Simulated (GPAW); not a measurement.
# Near-edge structure at the Si K edge of diamond-type (Si)₁₋ₓ(Ge)ₓ at x = 0.25, part 2 of 3

Aim: the Si K edge in diamond-type (Si)₁₋ₓ(Ge)ₓ at x = 0.25, one member of a composition series.

GPAW 26.7.0; X-ray absorption from dipole matrix elements to empty bands, plane-wave PAW PBE.

So far. Step 3 (Ground state of the crystal): The mesh shows a gap of 0.38 eV. The excited electron is kept all the same, so that all members of the series, with or without a gap, are treated alike.

### Step 5. Spectrum with XCH, Si atom 3

The holes are 7.8 Å apart. In GPAW the data set carries the hole's charge, so charge=0 means a charged cell and charge=-1 a neutral one. The excited electron is kept in the cell, where it fills the lowest empty states and screens the hole. After the field has converged, empty bands are computed with the density fixed and the dipole matrix elements are summed.

The absorber has 1 Si at 2.35 Å, 1 Si at 2.36 Å, 1 Si at 2.37 Å and 1 Ge at 2.40 Å (tetrahedral).

Input file xas.py:

```python
import numpy as np
from ase import Atoms
from ase.parallel import parprint, paropen
from gpaw import GPAW, PW, FermiDirac, Mixer, MixerDif, setup_paths
from gpaw.test import gen
setup_paths.insert(0, '.')
gen('Si', name='fch1s', xcname='PBE', corehole=(1, 0, 1), write_xml=True)
from gpaw.mpi import world
world.barrier()

atoms = Atoms('GeSi4GeSi2GeSi2GeSi4',
    cell=[[0, 5.48775, 5.48775],
     [5.48775, 0, 5.48775],
     [5.48775, 5.48775, 0]],
    scaled_positions=[[0.9981364, 0.0062648, 0.9984853],
     [0.1217417, 0.126827, 0.1310746],
     [0.004387, 0.9988047, 0.5011508],
     [0.1260387, 0.1298417, 0.6202109],
     [0.9986172, 0.4969494, 0.0009137],
     [0.1255555, 0.6216475, 0.1273079],
     [0.9970905, 0.5014975, 0.5054808],
     [0.124736, 0.6253385, 0.6273997],
     [0.498416, 0.9982925, 0.0044763],
     [0.621389, 0.1282943, 0.1281743],
     [0.4979154, 0.9992005, 0.4984111],
     [0.6263179, 0.1274525, 0.619836],
     [0.5038265, 0.4985207, 0.9985852],
     [0.6267886, 0.6200299, 0.1259113],
     [0.4979178, 0.5055975, 0.4975027],
     [0.6237928, 0.6256214, 0.6250185]],
    pbc=True)
atoms.calc = calc = GPAW(legacy_gpaw=True, mode=PW(400, force_complex_dtype=True), xc='PBE', setups={2: 'fch1s'},
    kpts={'size': (3, 3, 3), 'gamma': True}, occupations=FermiDirac(0.04),
    charge=-1, mixer=Mixer(0.1, 5, 50), maxiter=150,
    convergence={'density': 0.0001, 'eigenstates': 1e-6}, txt='scf.txt')
energy = atoms.get_potential_energy() + calc.get_reference_energy()
ef = calc.get_fermi_level()
out = dict(energy=energy, fermi=ef, forces=atoms.get_forces().tolist())
parprint(f'all-electron energy {energy:.4f} eV, Fermi level {ef:.4f} eV')
ev = np.array([[calc.get_eigenvalues(k, s) for k in range(len(calc.get_ibz_k_points()))] for s in range(calc.get_number_of_spins())])
out['homo'], out['lumo'], out['counts'] = ev[ev < ef].max(), ev[ev > ef].min(), sorted(set((ev < ef).sum((0, 2)).tolist()))
out['filled'] = (ev[:, 0] < ef).sum(1).tolist()

from ase.units import Ha
from gpaw.xas import dipole_matrix_elements
nb = int(calc.get_number_of_electrons() / 2) + 169
top, nb = nb, nb + 8 + nb // 12
nscf = calc.fixed_density(kpts={'size': (4, 4, 4), 'gamma': True}, nbands=nb,
    convergence={'bands': top, 'eigenstates': 5e-3}, maxiter=60, txt='nscf.txt')
cell = atoms.cell.array
ops = [cell.T @ U.T @ np.linalg.inv(cell.T) for U in nscf.wfs.kd.symmetry.op_scc]
filled = [32]  # bands filled in the ground state, by spin
E = np.arange(-6, 30, 0.1)
fwhm = np.interp(E, [4, 25], [0.9, 3.5])
Y, X, zero, highest = 0, 0, 1e9, 1e9
for spin in range(nscf.get_number_of_spins()):
    wfs = nscf.wfs
    mine = wfs.bd.get_slice()  # this rank's bands
    A = dipole_matrix_elements(wfs.setups[2])
    eps = np.zeros((wfs.kd.nibzkpts, nb))
    d = np.zeros((3, A.shape[1], wfs.kd.nibzkpts, nb), complex)
    for kpt in wfs.kpt_u:
        if kpt.s == spin and 2 in kpt.P_ani:
            eps[kpt.k, mine] = kpt.eps_n * Ha
            d[:, :, kpt.k, mine] = (kpt.weight * wfs.nspins / 2) ** 0.5 * np.inner(A, kpt.P_ani[2])
    world.sum(eps)
    world.sum(d)
    T = np.einsum('amkn,bmkn->abkn', d, d.conj()).real
    T = sum(np.einsum('ai,ijkn,bj->abkn', R, T, R) for R in ops) / len(ops)
    empty = np.ones_like(eps, bool) & (np.arange(nb) >= filled[spin])
    zero, highest = min(zero, eps[empty].min()), min(highest, eps[:, top - 1].min())
    lines = [(eps, T, empty)] if spin == 0 else lines + [(eps, T, empty)]
for eps, T, empty in lines:
    f = np.einsum('aakn->akn', T).reshape(3, -1)
    x = eps.ravel() - zero
    w = np.interp(x, E, fwhm) / 2.35482
    g = np.exp(-0.5 * ((E[:, None] - x) / w) ** 2) / (w * (2 * np.pi) ** 0.5)
    Y = Y + (f * empty.ravel()) @ g.T
    X = X + (f * ~empty.ravel()) @ g.T
out.update(E=E.round(2).tolist(), xas=Y.tolist(), xes=X.tolist(), zero=zero, valid=highest - zero, nk=len(eps), nb=nb)
for i in range(0, len(E), 10):
    parprint(f'{E[i]:7.2f}', *(f'{v:10.3e}' for v in Y[:, i]))
import json
with paropen('out.json', 'w') as f:
    json.dump(out, f)
```

Started as:

```console
$ OMP_NUM_THREADS=1 mpirun -n 4 gpaw python xas.py
```

Numbers of over 12 decimals in the logs are rounded to 6 here.

Log:

```text
Input parameters:
  charge: -1
  convergence: {density: 0.0001,
                eigenstates: 1e-06}
  kpts: {gamma: True,
         size: (3, 3, 3)}
  maxiter: 150
  mixer: {backend: pulay,
          beta: 0.1,
          method: separate,
          nmaxold: 5,
          weight: 50}
  mode: {ecut: 400.0,
         force_complex_dtype: True,
         name: pw}
  occupations: {fixmagmom: False,
                name: fermi-dirac,
                width: 0.04}
  setups: {2: fch1s}
  xc: PBE

Initialize ...

[... PAW data sets ...]

Reference energy: -321165.274867  # eV

Spin-paired calculation

[... convergence settings ...]
Symmetries present (total): 1
  [... symmetry matrices ...]

27 k-points: 3 x 3 x 3 Monkhorst-Pack grid
14 k-points in the irreducible part of the Brillouin zone
       k-points in crystal coordinates                weights
   0:     0.00000000    0.00000000    0.00000000          1/27
   1:     0.00000000    0.00000000    0.33333333          2/27
   2:     0.00000000    0.33333333   -0.33333333          2/27
   3:     0.00000000    0.33333333    0.00000000          2/27
   4:     0.00000000    0.33333333    0.33333333          2/27
   5:     0.33333333   -0.33333333   -0.33333333          2/27
   6:     0.33333333   -0.33333333    0.00000000          2/27
   7:     0.33333333   -0.33333333    0.33333333          2/27
   8:     0.33333333    0.00000000   -0.33333333          2/27
   9:     0.33333333    0.00000000    0.00000000          2/27
          ...
  13:     0.33333333    0.33333333    0.33333333          2/27

Wave functions: Plane wave expansion
  Cutoff energy: 400.000 eV
  Number of coefficients (min, max): 5960, 6039
  Pulay-stress correction: 0.000000 eV/Ang^3 (de/decut=0.000000)
  Using FFTW library
  Wavefunction extrapolation:
    Improved wavefunction reuse through dual PAW basis

Occupation numbers: Fermi-Dirac:
  width: 0.0400  # eV

Eigensolver
   Davidson(niter=2)

Densities:
  Coarse grid: 36*36*36 grid
  Fine grid: 72*72*72 grid
  Total Charge: 0.000000

Density mixing:
  Method: separate
  Backend: pulay
  Linear mixing parameter: 0.1
  old densities: 5
  Width of damping distribution: 1.1
  Damping of long wavelength oscillations: 50

[... Hamiltonian set-up ...]
Number of atoms: 16
Number of atomic orbitals: 64
Number of bands in calculation: 43
Number of valence electrons: 65
Bands to converge: occupied

... initialized

Initializing position-dependent things.

Density initialized from atomic densities
Creating initial wave functions:
  43 bands from LCAO basis set

                     Si

             Si        Ge  Si
                  Ge    Si  Si
               Si
                    Si
                 Ge
                         Si
         Si           Si
              Ge

                Si
       Si

Atomic positions and initial magnetic moments

Positions:
   0 Ge     5.513817   10.956961    5.511903    ( 0.0000,  0.0000,  0.0000)
   1 Si     1.415300    1.387393    1.364083    ( 0.0000,  0.0000,  0.0000)
   2 Si     8.231381    2.774265    5.505265    ( 0.0000,  0.0000,  0.0000)
   3 Si     4.116101    4.095231    1.404208    ( 0.0000,  0.0000,  0.0000)
   4 Si     2.732148    5.485176    8.207296    ( 0.0000,  0.0000,  0.0000)
   5 Ge     4.110080    1.387651    4.100463    ( 0.0000,  0.0000,  0.0000)
   6 Si     5.526045    8.245736    8.223876    ( 0.0000,  0.0000,  0.0000)
[...]
13 Si     4.093539    4.130629    6.842228    ( 0.0000,  0.0000,  0.0000)
  14 Si     5.504763    5.462619    5.507041    ( 0.0000,  0.0000,  0.0000)
  15 Si     6.863199    6.853164    6.856473    ( 0.0000,  0.0000,  0.0000)

Unit cell:
           periodic     x           y           z      points  spacing
  1. axis:    yes    0.000000    5.487750    5.487750    36     0.1760
  2. axis:    yes    5.487750    0.000000    5.487750    36     0.1760
  3. axis:    yes    5.487750    5.487750    0.000000    36     0.1760

  Lengths:   7.760850   7.760850   7.760850
  Angles:   60.000000  60.000000  60.000000

Effective grid spacing dv^(1/3) = 0.1921

iter:   1   -95.697632
iter:   2   -93.685529   -1.66  -0.79
iter:   3   -92.156020   -1.51  -0.84
iter:   4   -92.071646   -2.46  -1.01
iter:   5   -92.091285   -2.54  -1.24
iter:   6   -92.080769c  -2.90  -1.88
iter:   7   -92.065453c  -3.69  -1.96
iter:   8   -92.071210c  -3.33  -2.26
iter:   9   -92.061653c  -3.67  -2.33
iter:  10   -92.061590c  -5.31  -2.99
iter:  11   -92.061488c  -5.22  -3.08
iter:  12   -92.061446c  -5.71  -3.30
iter:  13   -92.061458c  -6.30c -3.60
iter:  14   -92.061448c  -7.03c -3.81
iter:  15   -92.061448c  -7.23c -3.94
iter:  16   -92.061449c  -7.97c -4.16c

Converged after 16 iterations.

Dipole moment: (-24.571328, -24.138672, -24.508324) |e|*Ang

Energy contributions relative to reference atoms: (reference = -321165.274867)

Kinetic:       +149.892368
Potential:     -136.013904
External:        +0.000000
XC:            -105.493264
Entropy (-ST):   -0.019203
Local:           -0.437048
SIC:             +0.000000
--------------------------
Free energy:    -92.071051
Extrapolated:   -92.061449

Showing only first 2 kpts
 Kpt  Band  Eigenvalues  Occupancy
  0    30      5.40931    2.00000
  0    31      5.43256    2.00000
  0    32      5.57976    1.99999
  0    33      5.83082    1.99728

  1    30      5.00039    2.00000
  1    31      5.01292    2.00000
  1    32      6.01795    1.74471
[...]
Fermi level: 6.09482

No gap
No difference between direct/indirect transitions

Forces in eV/Ang:
  0 Ge    0.02512   -0.03001   -0.21361
  1 Si    0.05116   -0.10803    0.10618
  2 Si   -0.22180    0.20616    0.23603
  3 Si    0.01932    0.05672    0.17424
  4 Si    0.15130   -0.06902   -0.03050
  5 Ge   -0.04624    0.05824   -0.00735
  6 Si    0.00885   -0.11064   -0.04468
[...]
13 Si   -0.05227    0.02805   -0.06233
 14 Si    0.09471   -0.06596    0.25393
 15 Si    0.03719    0.00931   -0.01143
Scalar-relativistic atomic PBE calculation for Si (Silicon, Z=14)
Core hole in 1s state (1s occupation: 1.0)
450 radial gridpoints.
|------------------------------------------------|
|------------------------------------------------|
[... the atom generator's iteration count ...]

Energy contributions:
-------------------------
Kinetic:     +221.745190
XC:           -16.785200
Potential:   -426.372331
-------------------------
Total:       -221.412342

state      eigenvalue         ekin         rmax
-----------------------------------------------
1s^1.0 :   -71.206846    96.114624        0.072
2s^2.0 :    -6.491723    14.943914        0.433
2p^6.0 :    -4.995075    14.633345        0.356
3s^2.0 :    -0.832019     2.235437        1.584
3p^2.0 :    -0.528006     1.735896        1.752
-----------------------------------------------
(units: Bohr and Hartree)

Generating PAW setup
Kinetic energy of the core from tauc = 214.240136
Cutoffs:
rc(s)=2.000
rc(p)=2.000
rc(d)=2.000
rc(vbar)=1.800
rc(comp)=2.000
rc(nct)=2.000

Kinetic energy of the core states: 213.802523
Charge: 1.0
Core electrons: 9.0
Valence electrons: 4.0
Pseudo-core charge: 0.074419
Shape function alpha=2.500
Pseudo-electron charge 4.463919
state    eigenvalue         norm
--------------------------------
3s(2) :    -0.832019     1.189601
*s    :     0.167981
3p(2) :    -0.528006     1.005149
*p    :     0.471994
*d    :     0.000000
--------------------------------

Diagonalizing with gridspacing h=0.050

state   all-electron     PAW
-------------------------------
3s:      -0.832019    -0.832268
3p:      -0.528006    -0.528057
*d:                   -0.145245
*f:                   -0.019937
-------------------------------
all-electron energy -321257.3363 eV, Fermi level 6.0948 eV
[...]
27.00  4.616e-06  4.616e-06  4.584e-06
  28.00  4.390e-06  4.390e-06  4.368e-06
  29.00  4.014e-06  4.023e-06  4.011e-06
```

It took 4.2 min on 4 MPI ranks of Intel Xeon Platinum 8259CL at 2.50GHz (Skylake/Cascade Lake), shared host; peak memory 0.64 GiB; 17 min of CPU time.

The Si K spectrum, Si atom 3, excited-electron core hole (neutral cell) (energy from the bottom of the conduction band, which holds the excited electron; intensity scaled to a mean of 1 over the first 20 eV):

| E (eV) | isotropic | ε ∥ x | ε ∥ y |
| --- | --- | --- | --- |
| -2.0 | 0.00 | 0.00 | 0.00 |
| -1.5 | 0.00 | 0.00 | 0.00 |
| -1.0 | 0.00 | 0.00 | 0.00 |
| -0.5 | 0.02 | 0.02 | 0.01 |
| 0.0 | 0.15 | 0.17 | 0.14 |
| 0.5 | 0.58 | 0.62 | 0.56 |
| 1.0 | 1.07 | 1.09 | 1.05 |
| 1.5 | 1.37 | 1.39 | 1.37 |
| 2.0 | 1.29 | 1.28 | 1.29 |
| 2.5 | 1.16 | 1.12 | 1.18 |
| 3.0 | 1.45 | 1.38 | 1.49 |
| 3.5 | 1.76 | 1.70 | 1.80 |
| 4.0 | 1.73 | 1.71 | 1.75 |
| 4.5 | 1.28 | 1.30 | 1.28 |
| 5.0 | 0.98 | 1.03 | 0.98 |
| 5.5 | 0.86 | 0.89 | 0.85 |
| 6.0 | 0.87 | 0.87 | 0.86 |
| 6.5 | 1.18 | 1.19 | 1.17 |
| 7.0 | 1.34 | 1.37 | 1.33 |
| 7.5 | 1.04 | 1.08 | 1.03 |
| 8.0 | 0.79 | 0.82 | 0.78 |
| 8.5 | 0.83 | 0.84 | 0.82 |
| 9.0 | 1.02 | 1.02 | 1.02 |
| 9.5 | 1.14 | 1.13 | 1.15 |
| 10.0 | 1.11 | 1.08 | 1.12 |
| 10.5 | 1.00 | 0.98 | 1.01 |
| 11.0 | 0.94 | 0.93 | 0.95 |
| 11.5 | 0.95 | 0.95 | 0.95 |
| 12.0 | 1.02 | 1.01 | 1.02 |
| 12.5 | 1.08 | 1.07 | 1.09 |
| 13.0 | 1.10 | 1.08 | 1.11 |
| 13.5 | 1.05 | 1.02 | 1.05 |
| 14.0 | 0.93 | 0.91 | 0.93 |
| 14.5 | 0.80 | 0.79 | 0.80 |
| 15.0 | 0.72 | 0.71 | 0.72 |
| 15.5 | 0.70 | 0.68 | 0.70 |
| 16.0 | 0.72 | 0.70 | 0.73 |
| 16.5 | 0.77 | 0.74 | 0.78 |
| 17.0 | 0.81 | 0.78 | 0.82 |
| 17.5 | 0.82 | 0.81 | 0.83 |
| 18.0 | 0.81 | 0.81 | 0.81 |
| 18.5 | 0.79 | 0.80 | 0.78 |
| 19.0 | 0.77 | 0.80 | 0.76 |
| 19.5 | 0.76 | 0.79 | 0.75 |
| 20.0 | 0.76 | 0.78 | 0.75 |
| 20.5 | 0.76 | 0.77 | 0.75 |
| 21.0 | 0.74 | 0.75 | 0.74 |
| 21.5 | 0.71 | 0.72 | 0.71 |
| 22.0 | 0.69 | 0.69 | 0.68 |
| 22.5 | 0.66 | 0.67 | 0.66 |
| 23.0 | 0.66 | 0.67 | 0.65 |
| 23.5 | 0.68 | 0.69 | 0.67 |
| 24.0 | 0.72 | 0.73 | 0.71 |
| 24.5 | 0.78 | 0.78 | 0.77 |
| 25.0 | 0.83 | 0.83 | 0.83 |
| 25.5 | 0.87 | 0.87 | 0.87 |
| 26.0 | 0.89 | 0.89 | 0.89 |
| 26.5 | 0.90 | 0.90 | 0.90 |

Main maxima below 24 eV (height): 1.7 eV (1.39), 3.7 eV (1.81), 6.9 eV (1.35), 9.6 eV (1.15), 12.9 eV (1.11) and 17.5 eV (0.82). A K edge sees empty p states on the absorber.

The total-energy difference is 1851.65 eV. One term is added: -14.97 eV, since the hole is spin-paired here and a spin-polarised one costs that much less in the free atom (computed apart). The photon energy is then 1836.68 eV. The tabulated edge of the element is 1839 eV. The functional leaves an error of a few eV in such absolute values.

### Step 6. Reference energy of the cell

The absorbing element, whose data set is made anew, changes for the next run, so it gets a reference energy of its own.

Input file scf.py:

```python
import numpy as np
from ase import Atoms
from ase.parallel import parprint, paropen
from gpaw import GPAW, PW, FermiDirac, Mixer, MixerDif, setup_paths
from gpaw.test import gen
setup_paths.insert(0, '.')
gen('Ge', name='nch1s', xcname='PBE', corehole=(1, 0, 0), write_xml=True)
from gpaw.mpi import world
world.barrier()

atoms = Atoms('GeSi4GeSi2GeSi2GeSi4',
    cell=[[0, 5.48775, 5.48775],
     [5.48775, 0, 5.48775],
     [5.48775, 5.48775, 0]],
    scaled_positions=[[0.9981364, 0.0062648, 0.9984853],
     [0.1217417, 0.126827, 0.1310746],
     [0.004387, 0.9988047, 0.5011508],
     [0.1260387, 0.1298417, 0.6202109],
     [0.9986172, 0.4969494, 0.0009137],
     [0.1255555, 0.6216475, 0.1273079],
     [0.9970905, 0.5014975, 0.5054808],
     [0.124736, 0.6253385, 0.6273997],
     [0.498416, 0.9982925, 0.0044763],
     [0.621389, 0.1282943, 0.1281743],
     [0.4979154, 0.9992005, 0.4984111],
     [0.6263179, 0.1274525, 0.619836],
     [0.5038265, 0.4985207, 0.9985852],
     [0.6267886, 0.6200299, 0.1259113],
     [0.4979178, 0.5055975, 0.4975027],
     [0.6237928, 0.6256214, 0.6250185]],
    pbc=True)
atoms.calc = calc = GPAW(legacy_gpaw=True, mode=PW(400, force_complex_dtype=True), xc='PBE', setups={0: 'nch1s'},
    kpts={'size': (3, 3, 3), 'gamma': True}, occupations=FermiDirac(0.02),
    charge=0, mixer=Mixer(0.1, 5, 50), maxiter=150,
    convergence={'density': 0.0001, 'eigenstates': 1e-6}, txt='scf.txt')
energy = atoms.get_potential_energy() + calc.get_reference_energy()
ef = calc.get_fermi_level()
out = dict(energy=energy, fermi=ef, forces=atoms.get_forces().tolist())
parprint(f'all-electron energy {energy:.4f} eV, Fermi level {ef:.4f} eV')
ev = np.array([[calc.get_eigenvalues(k, s) for k in range(len(calc.get_ibz_k_points()))] for s in range(calc.get_number_of_spins())])
out['homo'], out['lumo'], out['counts'] = ev[ev < ef].max(), ev[ev > ef].min(), sorted(set((ev < ef).sum((0, 2)).tolist()))
out['filled'] = (ev[:, 0] < ef).sum(1).tolist()
import json
with paropen('out.json', 'w') as f:
    json.dump(out, f)
```

Started as:

```console
$ OMP_NUM_THREADS=1 mpirun -n 4 gpaw python scf.py
```

Log:

```text
Input parameters:
  convergence: {density: 0.0001,
                eigenstates: 1e-06}
  kpts: {gamma: True,
         size: (3, 3, 3)}
  maxiter: 150
  mixer: {backend: pulay,
          beta: 0.1,
          method: separate,
          nmaxold: 5,
          weight: 50}
  mode: {ecut: 400.0,
         force_complex_dtype: True,
         name: pw}
  occupations: {fixmagmom: False,
                name: fermi-dirac,
[...]
4s(2) :    -0.430924     1.107261
*s    :     0.569076
4p(2) :    -0.143178     1.010051
*p    :     0.856822
*d    :     0.000000
--------------------------------

Diagonalizing with gridspacing h=0.050

state   all-electron     PAW
-------------------------------
4s:      -0.430924    -0.431199
4p:      -0.143178    -0.143361
*d:                    0.031896
*f:                    0.067241
-------------------------------
all-electron energy -323108.9870 eV, Fermi level 5.7126 eV
[key lines of the parts left out:]
Converged after 16 iterations.
Dipole moment: (-24.306430, -23.720384, -23.843457) |e|*Ang
Free energy:    -82.303839
Fermi level: 5.71260
```

Wall time 47 s (4 MPI ranks); peak memory 0.29 GiB.

Reference energy: -323108.987 eV with the cores included.

(Continued in part 3 of 3.)

[Banner, clock and machine lines of the logs are left out without a mark of their own.]

[Logs are printed without paths, hosts, clocks, repeated set-up lines and the standing remarks that a program may print on its own settings, such as how far it seeks lower states.]

[Hosts, paths, dates, database ids (printed as entryN), source tags and the programs' standing remarks are cut or masked in the printed files.]

[Lists of maxima count a maximum above −3 eV only where it reaches 4 % of the highest in the window and stands out from its surroundings by 2 % of it (1.5 % where it reaches 55 %); shoulders and weaker maxima are passed over, and of the rest the first, up to two pre-edge ones and the few strongest are named.]
